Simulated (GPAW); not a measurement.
# CoSi2: optical spectrum from first principles, part 2 of 2

Aim: the dielectric function of CoSi2, and the optical constants that follow from it. The cell comes from an older database entry, whose edges can differ from later determinations, mostly by under a per cent.

GPAW 26.7.0; DFT, RPBE, plane-wave PAW (GPAW data sets), scalar-relativistic, RPA, optical limit.

So far. Step 2 (Ground state): There are states at the Fermi level within the smearing, so the occupations stay smeared and the carriers get a Drude term.

The database entry behind the starting cell differs from later determinations by our own check (0.1 to 0.3 % short, probably kX units), so it need not match the best structure at ambient conditions.

## (4) Dielectric function, RPA

Transitions between filled and empty bands, summed over the zone, give the optical response, so mesh, band count and broadening shape it.

The induced potential is part of this response.

This step: DFT, RPBE, plane-wave PAW (GPAW data sets), scalar-relativistic, RPA, optical limit (GPAW 26.7.0).

File df.py:

```python
from gpaw.response.df import DielectricFunction

df = DielectricFunction('full.gpw', frequencies={'type': 'nonlinear', 'domega0': 0.03, 'omega2': 8},
                        ecut=30,
                        eta=0.05,
                        nbands=30,
                        rate=0.03,
                        txt='df.txt')
for direction in ['x']:
    df.get_dielectric_function(xc='RPA', direction=direction, filename=f'df_{direction}.csv')
```

Started as:

```console
OMP_NUM_THREADS=1 python df.py
```

Log:

```text
Using integrator: PointIntegrator
NonLinearFrequencyDescriptor(from 0.000 to 44.848 eV, 451 points)
Nonperiodic BCs:  [False False False]
Using integrator: PointIntegrator
NonLinearFrequencyDescriptor(from 0.000 to 44.848 eV, 451 points)
Nonperiodic BCs:  [False False False]
Using integrator: PointIntegrator

Calculating chi0 body with:
    Ground state adapter containing:
    Number of spins: 2
    Number of kpoints: 4096
    Number of irreducible kpoints: 145
    Number of completely occupied states: 6
    Number of partially occupied states: 9

    Linear response parametrization:
    q_c: [0.0, 0.0, 0.0]
    Number of frequency points: 451
    Planewave cutoff: 30.0
    Number of bands: 30
    Number of planewaves: 15
    Broadening (eta): 0.05

Integrating chi0 body.

Symmetries of q_c:
    Direct symmetries (Uq -> q): 48
    Indirect symmetries (TUq -> q): 0
In total 48 allowed symmetries.

145 groups of equivalent kpoints. 96.4599609375% reduction.

Integral kind: spectral function

Calculating chi0 optical extensions with:
    Ground state adapter containing:
    Number of spins: 2
    Number of kpoints: 4096
    Number of irreducible kpoints: 145
    Number of completely occupied states: 6
    Number of partially occupied states: 9

    Linear response parametrization:
    Number of frequency points: 451
    Planewave cutoff: 30.0
    Number of bands: 30
    Number of planewaves: 15
    Broadening (eta): 0.05
Integrating chi0 head and wings.

Symmetries of q_c:
    Direct symmetries (Uq -> q): 48
    Indirect symmetries (TUq -> q): 0
In total 48 allowed symmetries.

145 groups of equivalent kpoints. 96.4599609375% reduction.

Integral kind: spectral function wings

Calculating drude chi0 with:
    Number of frequency points:451
    Plasma frequency decay rate: 0.03 eV

    Ground state adapter containing:
    Number of spins: 2
    Number of kpoints: 4096
    Number of irreducible kpoints: 145
    Number of completely occupied states: 6
    Number of partially occupied states: 9

Symmetries of q_c:
    Direct symmetries (Uq -> q): 48
    Indirect symmetries (TUq -> q): 0
In total 48 allowed symmetries.

145 groups of equivalent kpoints. 96.4599609375% reduction.

Integral kind: intraband
Plasma frequency:
[[5.96-0.j 0.  -0.j 0.  -0.j]
 [0.  +0.j 5.96-0.j 0.  +0.j]
 [0.  -0.j 0.  +0.j 5.96-0.j]]
```

Run time: 22 s. Hardware: 1 thread of Arm Neoverse V2, shared host; peak memory 0.25 GiB.

Numbers from this step:

```
centre of weight of the strongest loss peak in the window : 20.30 eV
```

Some rows of df_x.csv (energy; Re and Im without local fields; Re and Im with them):

```text
0.000000, 39475.414903, -0.000000, 39475.219331, -0.000000
0.555532, -107.030949, 47.424538, -107.151584, 47.557697
1.143969, -20.752444, 7.862960, -20.959950, 7.794395
1.768324, 1.365884, 4.503466, 1.177849, 4.435056
2.431988, 10.888561, 7.602583, 10.800917, 7.483769
3.138794, 1.525582, 11.524068, 1.429231, 11.535893
3.893091, 5.086156, 11.297789, 4.836575, 10.956095
4.699832, 6.115253, 9.785550, 5.899797, 9.655312
5.564682, -1.899039, 19.116458, -1.591386, 18.928612
6.494155, -9.239904, 10.787177, -9.218635, 11.060223
7.495775, -5.812586, 6.505537, -5.756576, 6.315538
8.578281, -4.933558, 3.982489, -4.753176, 3.905060
9.751884, -3.338037, 2.643007, -3.225924, 2.525398
11.028587, -2.354215, 1.575193, -2.250368, 1.566807
12.422601, -1.804761, 1.000202, -1.742342, 0.999729
13.950874, -1.167024, 0.609863, -1.120094, 0.615550
15.633783, -0.666456, 0.487361, -0.633716, 0.495270
17.496047, -0.358808, 0.291670, -0.333273, 0.290375
19.567954, -0.090395, 0.261197, -0.059705, 0.279904
21.887015, 0.136067, 0.212332, 0.155847, 0.203231
24.500258, 0.288668, 0.150726, 0.324450, 0.144810
```

The Im ε, E ∥ x has structure finer than the step of the table below, so its rows give means over 1 eV, whole bins alone (the curve runs from 0.305 to 26.3 eV). Peaks (eV: height): 2.1: 8.42, 3.0: 15.7, 4.2: 13.4, 5.4: 21.2, 6.0: 19.7.

Sum at mesh points, not converged in k. The Im ε, E ∥ x by photon energy; means over each step:

photon energy (eV), Im ε, E ∥ x and a bar:
```
        1         15 ###########################
        2          6 ###########
        3         13 ########################
        4         10 ###################
        5         13 ########################
        6         16 ##############################
        7          8 ###############
        8          5 #########
        9          3 ######
       10          2 ####
       11          2 ###
       12          1 ##
       13          1 #
       14          1 #
       15          1 #
       16          0 #
       17          0 
       18          0 
       19          0 
       20          0 
       21          0 
       22          0 
       23          0 
       24          0 
       25          0
```

Values under 1 per cm are given as 1; sum at mesh points, not converged in k. Absorption coefficient, E ∥ x against photon energy:

photon energy (eV), log10 absorption coefficient, E ∥ x (1/cm) and a bar from the least value:
```
    0.492        5.8 ############
    1.010        5.7 ############
    1.486        5.5 #####
    1.985        5.4 
    2.508        5.5 #####
    3.018        5.9 ################
    3.510        5.8 ############
    3.980        5.8 #############
    4.516        5.9 ################
    4.981        5.9 #################
    5.515        6.2 ###########################
    6.021        6.3 #############################
    6.494        6.4 ##############################
    6.985        6.3 ############################
    7.496        6.3 #############################
    8.026        6.3 ############################
    8.516        6.3 #############################
    9.023        6.3 ############################
    9.483        6.3 ############################
   10.026        6.3 ############################
   10.519        6.3 ###########################
   11.029        6.2 ###########################
   11.479        6.3 ############################
   12.023        6.3 ###########################
   12.504        6.2 ##########################
   13.000        6.2 ##########################
   13.512        6.2 ##########################
   14.040        6.2 #########################
   14.493        6.2 ########################
   14.960        6.2 ########################
   15.536        6.1 #######################
   16.031        6.1 #######################
   16.541        6.1 ######################
   16.959        6.1 ######################
   17.496        6.0 #####################
   18.049        6.0 ###################
   18.504        5.9 #################
   18.969        5.9 #################
   19.447        5.9 #################
   20.061        5.9 ###############
   20.438        5.8 #############
   20.953        5.8 ############
   21.482        5.7 ###########
   22.024        5.7 ##########
   22.440        5.7 #########
   23.009        5.5 #####
   23.446        5.6 ######
   24.042        5.5 ####
   24.500        5.5 ####
   24.968        5.5 ###
   25.447        5.5 ###
   25.935        5.4 #
```

The reflectivity at normal incidence, E ∥ x has structure finer than the step of the table below, so its rows give means over 1 eV, whole bins alone (the curve runs from 0.305 to 26.3 eV). Peaks (eV: height): 3.1: 46.2, 6.5: 65.8.

Sum at mesh points, not converged in k. Reflectivity at normal incidence, E ∥ x against photon energy; means over each step:

| photon energy (eV) | reflectivity at normal incidence, E ∥ x (%) |
| --- | --- |
| 1 | 87.5 |
| 2 | 31.8 |
| 3 | 41.5 |
| 4 | 37.1 |
| 5 | 40.6 |
| 6 | 56.0 |
| 7 | 59.3 |
| 8 | 60.3 |
| 9 | 62.5 |
| 10 | 60.9 |
| 11 | 57.8 |
| 12 | 62.1 |
| 13 | 61.1 |
| 14 | 59.8 |
| 15 | 56.3 |
| 16 | 52.5 |
| 17 | 50.0 |
| 18 | 45.7 |
| 19 | 33.5 |
| 20 | 28.6 |
| 21 | 20.4 |
| 22 | 15.4 |
| 23 | 11.8 |
| 24 | 9.06 |
| 25 | 6.91 |

Sum at mesh points, not converged in k. Table of loss function −Im 1/ε at q → 0, E ∥ x by energy loss; read off at these points:

energy loss (eV), loss function −Im 1/ε at q → 0, E ∥ x and a bar:
```
     0.50       0.00 
     1.00       0.01 
     1.50       0.12 #
     2.00       0.08 #
     2.50       0.04 
     3.00       0.06 
     3.50       0.10 #
     4.00       0.08 
     4.50       0.09 #
     5.00       0.06 
     5.50       0.05 
     6.00       0.05 
     6.50       0.05 
     7.00       0.09 #
     7.50       0.09 #
     8.00       0.10 #
     8.50       0.11 #
     9.00       0.11 #
     9.50       0.13 #
    10.00       0.14 #
    10.50       0.18 #
    11.00       0.20 #
    11.50       0.19 #
    12.00       0.23 #
    12.50       0.24 ##
    13.00       0.26 ##
    13.50       0.30 ##
    14.00       0.39 ##
    14.50       0.48 ###
    15.00       0.55 ###
    15.50       0.74 #####
    16.00       0.77 #####
    16.50       1.08 #######
    17.00       1.19 ########
    17.50       1.49 #########
    18.00       2.08 #############
    18.50       3.05 ###################
    19.00       3.27 #####################
    19.50       3.38 #####################
    19.81       4.42 ############################
    20.00       4.00 #########################
    20.50       4.60 #############################
    20.69       4.71 ##############################
    21.00       3.44 ######################
    21.50       3.28 #####################
    22.00       3.03 ###################
    22.50       2.53 ################
    23.00       1.98 #############
    23.50       1.69 ###########
    24.00       1.53 ##########
    24.50       1.15 #######
    25.00       0.99 ######
    25.50       0.92 ######
    26.00       0.74 #####
```

The Im ε, E ∥ x has structure finer than the step of the table below, so its rows give means over 0.5 eV, whole bins alone (the curve runs from 0.305 to 26.3 eV). Peaks (eV: height): without local fields 2.98: 15.7, 4.16: 13.6, 5.37: 21.9, 6.02: 20.2; with local fields 2.13: 8.42, 2.98: 15.7, 4.16: 13.4, 5.37: 21.2, 6.02: 19.7.

Sum at mesh points, not converged in k. Im ε, E ∥ x against photon energy; means over each step:

| photon energy (eV) | without local fields | with local fields |
| --- | --- | --- |
| 1.0 | 9.55 | 9.54 |
| 1.5 | 4.19 | 4.13 |
| 2.0 | 6.29 | 6.17 |
| 2.5 | 10.2 | 10.1 |
| 3.0 | 13.8 | 13.8 |
| 3.5 | 9.46 | 9.52 |
| 4.0 | 11.1 | 10.8 |
| 4.5 | 10.2 | 9.99 |
| 5.0 | 11.8 | 11.5 |
| 5.5 | 19.1 | 18.7 |
| 6.0 | 17.0 | 16.8 |
| 6.5 | 11.0 | 11.1 |
| 7.0 | 8.15 | 7.82 |
| 7.5 | 6.85 | 6.62 |
| 8.0 | 5.29 | 5.12 |
| 8.5 | 4.14 | 4.01 |
| 9.0 | 3.20 | 3.10 |
| 9.5 | 2.55 | 2.45 |
| 10.0 | 2.19 | 2.12 |
| 10.5 | 1.86 | 1.83 |
| 11.0 | 1.62 | 1.62 |
| 11.5 | 1.51 | 1.52 |
| 12.0 | 1.14 | 1.13 |
| 12.5 | 0.961 | 0.958 |
| 13.0 | 0.797 | 0.786 |
| 13.5 | 0.725 | 0.729 |
| 14.0 | 0.608 | 0.614 |
| 14.5 | 0.573 | 0.578 |
| 15.0 | 0.500 | 0.512 |
| 15.5 | 0.473 | 0.476 |
| 16.0 | 0.432 | 0.435 |
| 16.5 | 0.396 | 0.399 |
| 17.0 | 0.371 | 0.367 |
| 17.5 | 0.299 | 0.297 |
| 18.0 | 0.268 | 0.268 |
| 18.5 | 0.275 | 0.271 |
| 19.0 | 0.273 | 0.276 |
| 19.5 | 0.257 | 0.271 |
| 20.0 | 0.224 | 0.245 |
| 20.5 | 0.209 | 0.212 |
| 21.0 | 0.231 | 0.217 |
| 21.5 | 0.228 | 0.213 |
| 22.0 | 0.210 | 0.199 |
| 22.5 | 0.203 | 0.190 |
| 23.0 | 0.175 | 0.165 |
| 23.5 | 0.177 | 0.169 |
| 24.0 | 0.157 | 0.153 |
| 24.5 | 0.147 | 0.144 |
| 25.0 | 0.136 | 0.139 |
| 25.5 | 0.130 | 0.134 |
| 26.0 | 0.111 | 0.121 |

Optical constants at common wavelengths, from n + ik = √ε:

| wavelength (nm) | n | k | R (%) | 1/α |
| --- | --- | --- | --- | --- |
| 1064 | 0.77 | 4.546 | 87.1 | 19 nm |
| 800 | 1.05 | 2.181 | 53.2 | 29 nm |
| 633 | 2.61 | 1.134 | 27.1 | 44 nm |
| 532 | 2.91 | 1.053 | 29.0 | 40 nm |
| 365 | 2.67 | 2.009 | 39.0 | 14 nm |
| 308 | 3.05 | 1.498 | 34.6 | 16 nm |
| 193 | 1.85 | 3.486 | 63.5 | 4.4 nm |

A polished face would reflect 31 % of daylight and look blue (CIE x = 0.284, y = 0.290 under D65).

## (5) Results

| Property | Result |
| --- | --- |
| centre of weight of the strongest loss peak in the window, first axis | 20.3 eV |

What this shows: At this level (RPBE, RPA) CoSi2 is a metal. The mesh is too coarse to trust the carriers' weight, the reflectivity or the colour to better than tens of per cent. A polished face would reflect 31 % of daylight and look blue (CIE x = 0.284, y = 0.290 under D65). The carriers' damping of 0.03 eV is typed, not computed; it shapes the response at the lowest energies. The magnetic state comes from one start and need not be the lowest. The curves end at 26 eV, about where the summed bands run out. In this version of GPAW the matrix elements of the optical limit are incomplete, which can lower ε − 1 by up to a tenth where first-row anions or d states rule, and shift it by more in d metals. GPAW's carrier term has the form −ωp²/(ω + i·rate)², which damps like twice the rate and fails at low energy, so the curves leave the lowest energies out. The sum runs over mesh points 0.13 Å⁻¹ apart with no interpolation, so peaks are partly noise of the mesh, and the Drude plasma energy, a sum over the Fermi surface, isn't converged.

[Machine, clock and banner lines and Python warnings are left out of the logs.]

[Logs are printed without paths, hosts, clocks, repeated set-up lines and the standing remarks that a program may print on its own settings, such as how far it seeks lower states.]

[Hosts, paths, dates, database ids (printed as entryN), source tags and the programs' standing remarks are cut or masked in the printed files.]
